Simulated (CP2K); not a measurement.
Two runs for the C K edge of nitrosoacetaldehyde. Run A: CP2K XAS_TDP, all-electron GAPW, PBEh(45%), aug-cc-pVDZ, TDA, no relativity. Run B differs in one setting.

First lines with a strength over 0.0015. A:

```
                       atom  energy (eV)  states  strength, one atom
  C2 (bonded to C, O and H)       281.79       1              0.0691
                                  285.08       1              0.0046
                                  286.92       1              0.0174
                                  287.90       1              0.0016
                                  288.28       1              0.0018
C3 (bonded to C, N and 2 H)       284.91       1              0.0262
                                  285.68       1              0.0268
                                  285.84       1              0.0208
                                  287.43       1              0.0027
                                  287.58       1              0.0124
```

B:

```
                       atom  energy (eV)  states  strength, one atom
  C2 (bonded to C, O and H)       288.70       1              0.0675
                                  291.99       1              0.0044
                                  293.82       1              0.0170
                                  294.80       1              0.0016
                                  295.18       1              0.0017
C3 (bonded to C, N and 2 H)       291.02       1              0.0257
                                  291.79       1              0.0263
                                  291.95       1              0.0204
                                  293.54       1              0.0026
                                  293.69       1              0.0122
```

Which was it: GW2X switched on, scalar relativity switched on, the functional, the basis?

GW2X switched on. GW2X shifts an atom's lines together and keeps their spacings. Against PBEh(45%) in aug-cc-pVDZ, the leading lines move by +6.91 eV (C2, to 288.70) and +6.11 eV (C3, to 291.02).

[Banner, clock and machine lines of the logs are left out without a mark of their own.]

[Logs are printed without paths, hosts, clocks, repeated set-up lines and the standing remarks that a program may print on its own settings, such as how far it seeks lower states.]

[Hosts, paths, dates, database ids (printed as entryN), source tags and the programs' standing remarks are cut or masked in the printed files.]
